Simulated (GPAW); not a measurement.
**Screening of a field by a 7-layer slab of Mo(110)**

How does a 7-layer slab of Mo(110) screen a perpendicular field?

Calculated with GPAW 26.7.0; GPAW, PAW setups; slab in vacuum, relaxation, in the first sound run; inputs show where later runs differ.

## (1) Starting point

The cell holds 7 atoms: 7 Mo. Its edges and angles: a = 2.728 Å, b = 2.728 Å, c = 27.364 Å, α = 90.0°, β = 90.0°, γ = 70.5°. Vacuum lies along c.

## (2) Relaxation

The atoms are relaxed first, since the surface dipole, and with it the work function, follows the positions of the outer layers. The lowest 3 atoms are held at bulk positions and keep their forces.

The input, run.py:

```python
import json
import numpy as np
from ase import Atoms
from ase.constraints import FixAtoms
from ase.optimize import BFGS
from gpaw import GPAW, PW

slab = Atoms(
    ['Mo', 'Mo', 'Mo', 'Mo', 'Mo', 'Mo', 'Mo'],
    positions=[
        [0.00000, 0.00000, 7.00000],
        [2.22739, 0.00000, 9.22739],
        [0.00000, 0.00000, 11.45477],
        [2.22739, 0.00000, 13.68216],
        [0.00000, 0.00000, 15.90955],
        [2.22739, 0.00000, 18.13693],
        [0.00000, 0.00000, 20.36432]],
    cell=[[2.22739, -1.575, 0.0], [2.22739, 1.575, 0.0], [0.0, 0.0, 27.36432]],
    pbc=[True, True, False])

slab.calc = GPAW(mode=PW(400), xc='PBE', kpts={'size': (12, 12, 1), 'gamma': True},
                 occupations={'name': 'fermi-dirac', 'width': 0.1}, nbands='160%',
                 convergence={'density': 1e-05}, maxiter=200,
                 poissonsolver={'dipolelayer': 'xy'},
                 symmetry={'tolerance': 1e-3, 'extra_ids': [1, 1, 1, 0, 0, 0, 0]}, txt='slab.txt')
result = {}
slab.set_constraint(FixAtoms([0, 1, 2]))
path = []
opt = BFGS(slab, maxstep=0.2)
opt.attach(lambda: path.append((slab.get_potential_energy(), slab.positions.tolist(), slab.get_forces().tolist())))
result['relaxed'] = bool(opt.run(fmax=0.03, steps=40))
result['path'] = path
energy = slab.get_potential_energy()
fermi = slab.calc.get_fermi_level()
v = slab.calc.get_electrostatic_potential().mean((0, 1)) - fermi
n = slab.calc.get_pseudo_density().mean((0, 1))
L = slab.cell[2, 2]
z = np.arange(len(v)) * L / len(v)
low, high = slab.positions[:, 2].min(), slab.positions[:, 2].max()
below, above = np.interp([low - 4.8, high + 4.8], z, v)
slopes = [np.interp(x, z, np.gradient(v, z)) for x in (low - 4.8, high + 4.8)]
eps = np.array([[slab.calc.get_eigenvalues(k, s) for k in range(len(slab.calc.get_ibz_k_points()))]
                for s in range(slab.calc.get_number_of_spins())]) - fermi
top, bottom = eps[eps < 0].max(), eps[eps > 0].min()
dipole = slab.get_dipole_moment()[2]
print(f'energy {energy:.4f} eV, Fermi level {fermi:.4f} eV, dipole {dipole:.5f} e A')
print(f'potential 4.8 A off the faces, from the Fermi level: lower {below:.4f} eV, upper {above:.4f} eV')
print(f'slope of the potential there: lower {slopes[0]:.5f}, upper {slopes[1]:.5f} eV/A')
print(f'nearest levels on the mesh: {top:.4f} and {bottom:.4f} eV')
print('magnetic moment', round(slab.get_magnetic_moment(), 3))
result.update(energy=energy, fermi=fermi, dipole=dipole, below=below, above=above, slopes=slopes, edges=[top, bottom],
              z=z.tolist(), v=v.tolist(), n=n.tolist(), positions=slab.positions.tolist(),
              forces=slab.get_forces(apply_constraint=False).tolist(), moments=slab.get_magnetic_moments().tolist())
json.dump(result, open('result.json', 'w'))
```

Started as:

```
$ OMP_NUM_THREADS=1 OPENBLAS_NUM_THREADS=1 python run.py
```

Output:

```text
Step          Energy          fmax
BFGS:    0      -76.266184        0.652805
BFGS:    1      -76.275489        0.506057
BFGS:    2      -76.291577        0.194291
BFGS:    3      -76.292196        0.152519
BFGS:    4      -76.293096        0.058140
BFGS:    5      -76.293435        0.065013
BFGS:    6      -76.293556        0.054234
BFGS:    7      -76.293619        0.033490
BFGS:    8      -76.293664        0.021576
energy -76.2113 eV, Fermi level 5.8056 eV, dipole 0.00405 e A
potential 4.8 A off the faces, from the Fermi level: lower 4.6390 eV, upper 4.5373 eV
slope of the potential there: lower -0.00174, upper 0.00165 eV/A
nearest levels on the mesh: -0.0150 and 0.0102 eV
magnetic moment 0.0
```

Wall time 36 min (1 thread of Intel Xeon Platinum 8488C (Sapphire Rapids), shared host); peak memory 0.4 GiB.

Relaxation path:

```csv
step,energy less that of the first step (eV),largest force (eV/Å)
1,0.0000,0.6528
2,-0.0098,0.5061
3,-0.0279,0.1943
4,-0.0284,0.1525
5,-0.0293,0.0581
6,-0.0297,0.0650
7,-0.0299,0.0542
8,-0.0300,0.0335
9,-0.0301,0.0216
```

The atoms that moved most (Å):

```csv
atom,dx,dy,dz,length
Mo7,0.000,0.000,-0.047,0.047
Mo6,0.000,0.000,0.043,0.043
Mo5,0.000,0.000,0.022,0.022
Mo4,0.000,0.000,0.009,0.009
```

The relaxed structure:

```cif
data_structure
_symmetry_space_group_name_H-M 'P 1'
_symmetry_Int_Tables_number 1
_cell_length_a 2.7280
_cell_length_b 2.7280
_cell_length_c 27.3643
_cell_angle_alpha 90.000
_cell_angle_beta 90.000
_cell_angle_gamma 70.529
_cell_volume 192.00
loop_
_atom_site_label
_atom_site_type_symbol
_atom_site_fract_x
_atom_site_fract_y
_atom_site_fract_z
_atom_site_occupancy
Mo1 Mo 0.00000 0.00000 0.25581 1
Mo2 Mo 0.50000 0.50000 0.33721 1
Mo3 Mo 0.00000 0.00000 0.41860 1
Mo4 Mo 0.50000 0.50000 0.50034 1
Mo5 Mo 0.00000 0.00000 0.58222 1
Mo6 Mo 0.50000 0.50000 0.66436 1
Mo7 Mo 0.00000 0.00000 0.74249 1
```

Numbers from this step:

```yaml
dipole_along_the_normal: 0.004051 e·Å
levels_nearest_the_fermi_level_on_the_mesh: -0.01500, 0.01019 eV from the Fermi level
upper_work_function: 4.537 eV
lower_work_function: 4.639 eV
```

The electrostatic potential energy of an electron (without an applied field's), less the Fermi level, planar mean oscillates, so the rows of the table below give means over windows of 2.24 Å about each position, cut where the curve ends. Its maxima inside the range that stand out by 2 % of the span (Å: eV): 8.1: -2.08, 10.4: -2.24, 12.6: -2.12, 14.9: -2.09, 17.1: -2.11, 19.2: -2.98. Its minima: 7.1: -27.9, 9.2: -28.5, 11.4: -28.5, 13.7: -28.5, 15.9: -28.5, 18.2: -28.6, 20.3: -28.1.

The electrostatic potential energy of an electron (without an applied field's), less the Fermi level, planar mean by z; means over each step:

z (Å), electrostatic potential energy of an electron (without an applied field's), less the Fermi level, planar mean (eV) and a bar from the least value:
```
     1.12        4.6 ##############################
     3.36        4.6 ##############################
     5.60       -1.1 #####################
     7.84      -13.4 ##
    10.08      -13.6 ##
    12.32      -13.5 ##
    14.56      -13.4 ##
    16.80      -13.4 ##
    19.04      -14.6 
    21.28       -7.1 ############
    23.52        4.5 ##############################
    25.76        4.5 ##############################
```

The pseudo valence density, planar mean oscillates, so the rows of the table below give means over windows of 2.14 Å about each position, cut where the curve ends. Its maxima inside the range that stand out by 2 % of the span (Å: e/Å³): 7.1: 1.97, 9.2: 1.98, 11.5: 1.91, 13.7: 1.99, 16.0: 1.89, 18.2: 1.99, 20.3: 2.00. Its minima: 8.1: 0.320, 10.3: 0.323, 12.6: 0.316, 14.8: 0.316, 17.1: 0.311, 19.2: 0.357.

Table of pseudo valence density, planar mean by z; means over each step:

z (Å), pseudo valence density, planar mean (e/Å³) and a bar:
```
     1.07       0.00 
     3.21       0.00 
     5.35       0.10 ###
     7.49       0.91 #############################
     9.63       0.91 ##############################
    11.77       0.91 ##############################
    13.91       0.92 ##############################
    16.05       0.92 ##############################
    18.19       0.92 ##############################
    20.33       0.90 #############################
    22.47       0.03 #
    24.61       0.00
```

The relaxation lowered the energy of the cell by 0.0301 eV (energies extrapolated to zero smearing; the optimiser's log prints free energies). The largest force left on a free atom is 0.022 eV/Å.

## (3) The slab's potential

With the geometry fixed, the planar mean of the potential gives the vacuum level on each side.

This step: GPAW, PAW setups; slab in vacuum (GPAW 26.7.0).

Edit run.py of step 2 so:

```diff
@@ -3,4 +3,2 @@
 from ase import Atoms
-from ase.constraints import FixAtoms
-from ase.optimize import BFGS
 from gpaw import GPAW, PW
@@ -11,8 +9,8 @@
         [0.00000, 0.00000, 7.00000],
-        [2.22739, 0.00000, 9.22739],
+        [2.22739, -0.00000, 9.22739],
         [0.00000, 0.00000, 11.45477],
-        [2.22739, 0.00000, 13.68216],
-        [0.00000, 0.00000, 15.90955],
-        [2.22739, 0.00000, 18.13693],
-        [0.00000, 0.00000, 20.36432]],
+        [2.22739, -0.00000, 13.69152],
+        [-0.00000, 0.00000, 15.93202],
+        [2.22739, -0.00000, 18.17988],
+        [0.00000, -0.00000, 20.31777]],
     cell=[[2.22739, -1.575, 0.0], [2.22739, 1.575, 0.0], [0.0, 0.0, 27.36432]],
@@ -24,10 +22,4 @@
                  poissonsolver={'dipolelayer': 'xy'},
-                 symmetry={'tolerance': 1e-3, 'extra_ids': [1, 1, 1, 0, 0, 0, 0]}, txt='slab.txt')
+                 symmetry={'tolerance': 1e-3}, txt='slab.txt')
 result = {}
-slab.set_constraint(FixAtoms([0, 1, 2]))
-path = []
-opt = BFGS(slab, maxstep=0.2)
-opt.attach(lambda: path.append((slab.get_potential_energy(), slab.positions.tolist(), slab.get_forces().tolist())))
-result['relaxed'] = bool(opt.run(fmax=0.03, steps=40))
-result['path'] = path
 energy = slab.get_potential_energy()
```

Output:

```text
energy -76.2113 eV, Fermi level 5.8056 eV, dipole 0.00396 e A
potential 4.8 A off the faces, from the Fermi level: lower 4.6392 eV, upper 4.5371 eV
slope of the potential there: lower -0.00172, upper 0.00159 eV/A
nearest levels on the mesh: -0.0150 and 0.0102 eV
magnetic moment 0.0
```

Elapsed: 8.9 min, on 1 thread; peak memory 0.4 GiB.

This step gave:

| Quantity | Value |
| --- | --- |
| dipole along the normal | 0.003959 e·Å |
| levels nearest the Fermi level on the mesh | -0.01500, 0.01017 eV from the Fermi level |

The electrostatic potential energy of an electron (without an applied field's), less the Fermi level, planar mean oscillates, so the rows of the table below give means over windows of 2.24 Å about each position, cut where the curve ends. Its maxima inside the range that stand out by 2 % of the span (Å: eV): 8.1: -2.08, 10.4: -2.24, 12.6: -2.12, 14.9: -2.09, 17.1: -2.11, 19.2: -2.98. Its minima: 7.1: -27.9, 9.2: -28.5, 11.4: -28.5, 13.7: -28.5, 15.9: -28.5, 18.2: -28.6, 20.3: -28.1.

The electrostatic potential energy of an electron (without an applied field's), less the Fermi level, planar mean by z; means over each step:

```csv
z (Å),"electrostatic potential energy of an electron (without an applied field's), less the Fermi level, planar mean (eV)"
1.12,4.64
3.36,4.61
5.60,-1.10
7.84,-13.4
10.08,-13.6
12.32,-13.5
14.56,-13.4
16.80,-13.4
19.04,-14.6
21.28,-7.13
23.52,4.45
25.76,4.54
```

The pseudo valence density, planar mean oscillates, so the rows of the table below give means over windows of 2.14 Å about each position, cut where the curve ends. Its maxima inside the range that stand out by 2 % of the span (Å: e/Å³): 7.1: 1.97, 9.2: 1.98, 11.5: 1.91, 13.7: 1.99, 16.0: 1.89, 18.2: 1.99, 20.3: 2.00. Its minima: 8.1: 0.320, 10.3: 0.323, 12.6: 0.316, 14.8: 0.316, 17.1: 0.311, 19.2: 0.357.

The pseudo valence density, planar mean by z; means over each step:

```csv
z (Å),"pseudo valence density, planar mean (e/Å³)"
1.07,3.8e-6
3.21,6.4e-4
5.35,0.105
7.49,0.909
9.63,0.912
11.77,0.914
13.91,0.915
16.05,0.916
18.19,0.924
20.33,0.902
22.47,0.0291
24.61,1.9e-4
```

Force by atom:

```csv
atom,x (eV/Å),y (eV/Å),z (eV/Å),size
Mo1,0.000,0.000,0.549,0.549
Mo2,0.000,0.000,-0.652,0.652
Mo3,0.000,0.000,0.071,0.071
Mo4,0.000,0.000,0.008,0.008
Mo5,0.000,0.000,0.001,0.001
Mo6,0.000,0.000,0.001,0.001
Mo7,0.000,0.000,0.021,0.021
```

The potential is flat to 0.002 eV/Å where it is read, so the vacuum is wide enough.

## (4) Field on

A uniform field along the normal polarises the slab; the atoms stay fixed, so this is the electronic response alone.

Edit run.py of step 3 so:

```diff
@@ -4,2 +4,3 @@
 from gpaw import GPAW, PW
+from gpaw.external import ConstantElectricField
 
@@ -22,2 +23,3 @@
                  poissonsolver={'dipolelayer': 'xy'},
+                 external=ConstantElectricField(-0.2, [0, 0, 1]),
                  symmetry={'tolerance': 1e-3}, txt='slab.txt')
```

Output:

```text
energy -76.2239 eV, Fermi level 5.8056 eV, dipole -0.13076 e A
potential 4.8 A off the faces, from the Fermi level: lower 2.9026 eV, upper 6.2746 eV
slope of the potential there: lower -0.00135, upper 0.00243 eV/A
nearest levels on the mesh: -0.0150 and 0.0102 eV
magnetic moment 0.0
```

Run time: 12 min. Hardware: 1 thread; peak memory 0.62 GiB.

This step gave:

```
dipole along the normal                                         : -0.1308 e·Å
levels nearest the Fermi level on the mesh                      : -0.01497, 0.01020 eV from the Fermi level
potential below the slab, the applied field's own ramp left out : 2.903 eV from the Fermi level
potential above the slab, the applied field's own ramp left out : 6.275 eV from the Fermi level
```

The electrostatic potential energy of an electron (without an applied field's), less the Fermi level, planar mean oscillates, so the rows of the table below give means over windows of 2.24 Å about each position, cut where the curve ends. Its maxima inside the range that stand out by 2 % of the span (Å: eV): 8.1: -3.19, 10.4: -2.90, 12.6: -2.34, 14.9: -1.85, 17.1: -1.42, 19.2: -1.87, 26.8: 6.28. Its minima: 6.9: -29.2, 9.2: -29.4, 11.4: -28.9, 13.7: -28.5, 15.9: -28.0, 18.2: -27.7, 20.3: -26.8.

The electrostatic potential energy of an electron (without an applied field's), less the Fermi level, planar mean by z; means over each step:

z (Å), electrostatic potential energy of an electron (without an applied field's), less the Fermi level, planar mean (eV) and a bar from the least value:
```
     1.12        3.0 #########################
     3.36        2.9 #########################
     5.60       -2.7 #################
     7.84      -14.6 
    10.08      -14.4 
    12.32      -13.7 #
    14.56      -13.2 ##
    16.80      -12.7 ###
    19.04      -13.6 #
    21.28       -5.6 #############
    23.52        6.2 ##############################
    25.76        6.3 ##############################
```

Force by atom:

```csv
atom,x (eV/Å),y (eV/Å),z (eV/Å),size
Mo1,0.000,0.000,0.555,0.555
Mo2,0.000,0.000,-0.664,0.664
Mo3,0.000,0.000,0.074,0.074
Mo4,0.000,0.000,0.010,0.010
Mo5,0.000,0.000,0.001,0.001
Mo6,0.000,0.000,-0.010,0.010
Mo7,0.000,0.000,0.029,0.029
```

The dipole is now -0.131 e Å, against 0.0040 in the run without a field.

## (5) Field on

Edit run.py of step 4 so:

```diff
@@ -23,3 +23,3 @@
                  poissonsolver={'dipolelayer': 'xy'},
-                 external=ConstantElectricField(-0.2, [0, 0, 1]),
+                 external=ConstantElectricField(-0.1, [0, 0, 1]),
                  symmetry={'tolerance': 1e-3}, txt='slab.txt')
```

Output:

```text
energy -76.2142 eV, Fermi level 5.8060 eV, dipole -0.06345 e A
potential 4.8 A off the faces, from the Fermi level: lower 3.7691 eV, upper 5.4053 eV
slope of the potential there: lower -0.00145, upper 0.00197 eV/A
nearest levels on the mesh: -0.0151 and 0.0100 eV
magnetic moment 0.0
```

The job ended after 12 min (1 thread; peak memory 0.63 GiB).

Numbers from this step:

| Property | Result |
| --- | --- |
| dipole along the normal | -0.06345 e·Å |
| levels nearest the Fermi level on the mesh | -0.01512, 0.009992 eV from the Fermi level |
| potential below the slab, the applied field's own ramp left out | 3.769 eV from the Fermi level |
| potential above the slab, the applied field's own ramp left out | 5.405 eV from the Fermi level |

The electrostatic potential energy of an electron (without an applied field's), less the Fermi level, planar mean oscillates, so the rows of the table below give means over windows of 2.24 Å about each position, cut where the curve ends. Its maxima inside the range that stand out by 2 % of the span (Å: eV): 8.1: -2.64, 10.4: -2.57, 12.6: -2.23, 14.9: -1.97, 17.1: -1.77, 19.2: -2.42. Its minima: 6.9: -28.5, 9.2: -29.0, 11.4: -28.7, 13.7: -28.5, 15.9: -28.3, 18.2: -28.2, 20.3: -27.5.

The electrostatic potential energy of an electron (without an applied field's), less the Fermi level, planar mean by z; means over each step:

```csv
z (Å),"electrostatic potential energy of an electron (without an applied field's), less the Fermi level, planar mean (eV)"
1.12,3.84
3.36,3.74
5.60,-1.90
7.84,-14.0
10.08,-14.0
12.32,-13.6
14.56,-13.3
16.80,-13.1
19.04,-14.1
21.28,-6.37
23.52,5.31
25.76,5.41
```

Force by atom:

```csv
atom,x (eV/Å),y (eV/Å),z (eV/Å),size
Mo1,0.000,0.000,0.553,0.553
Mo2,0.000,0.000,-0.658,0.658
Mo3,0.000,0.000,0.071,0.071
Mo4,0.000,0.000,0.009,0.009
Mo5,0.000,0.000,0.004,0.004
Mo6,0.000,0.000,-0.003,0.003
Mo7,0.000,0.000,0.028,0.028
```

The dipole is now -0.0634 e Å, against 0.0040 in the run without a field.

## (6) In a field

Edit run.py of step 5 so:

```diff
@@ -23,3 +23,3 @@
                  poissonsolver={'dipolelayer': 'xy'},
-                 external=ConstantElectricField(-0.1, [0, 0, 1]),
+                 external=ConstantElectricField(-0.05, [0, 0, 1]),
                  symmetry={'tolerance': 1e-3}, txt='slab.txt')
```

Output:

```text
energy -76.2119 eV, Fermi level 5.8060 eV, dipole -0.02963 e A
potential 4.8 A off the faces, from the Fermi level: lower 4.2052 eV, upper 4.9692 eV
slope of the potential there: lower -0.00159, upper 0.00190 eV/A
nearest levels on the mesh: -0.0150 and 0.0101 eV
magnetic moment 0.0
```

Elapsed: 15 min, on 1 thread; peak memory 0.63 GiB.

## (7) Field on

Edit run.py of step 6 so:

```diff
@@ -23,3 +23,3 @@
                  poissonsolver={'dipolelayer': 'xy'},
-                 external=ConstantElectricField(-0.05, [0, 0, 1]),
+                 external=ConstantElectricField(0.05, [0, 0, 1]),
                  symmetry={'tolerance': 1e-3}, txt='slab.txt')
```

Output:

```text
energy -76.2123 eV, Fermi level 5.8050 eV, dipole 0.03765 e A
potential 4.8 A off the faces, from the Fermi level: lower 5.0751 eV, upper 4.1044 eV
slope of the potential there: lower -0.00195, upper 0.00149 eV/A
nearest levels on the mesh: -0.0150 and 0.0102 eV
magnetic moment 0.0
```

Wall time 11 min (1 thread); peak memory 0.62 GiB.

## (8) Field on

Edit run.py of step 7 so:

```diff
@@ -23,3 +23,3 @@
                  poissonsolver={'dipolelayer': 'xy'},
-                 external=ConstantElectricField(0.05, [0, 0, 1]),
+                 external=ConstantElectricField(0.1, [0, 0, 1]),
                  symmetry={'tolerance': 1e-3}, txt='slab.txt')
```

Output:

```text
energy -76.2151 eV, Fermi level 5.8042 eV, dipole 0.07132 e A
potential 4.8 A off the faces, from the Fermi level: lower 5.5117 eV, upper 3.6726 eV
slope of the potential there: lower -0.00205, upper 0.00138 eV/A
nearest levels on the mesh: -0.0150 and 0.0102 eV
magnetic moment 0.0
```

Run time: 12 min. Hardware: 1 thread; peak memory 0.63 GiB.

The dipole is now 0.0713 e Å, against 0.0040 in the run without a field.

(Continued in part 2 of 2.)

[Logs are printed without paths, hosts, clocks, repeated set-up lines and the standing remarks that a program may print on its own settings, such as how far it seeks lower states.]

[Hosts, paths, dates, database ids (printed as entryN), source tags and the programs' standing remarks are cut or masked in the printed files.]
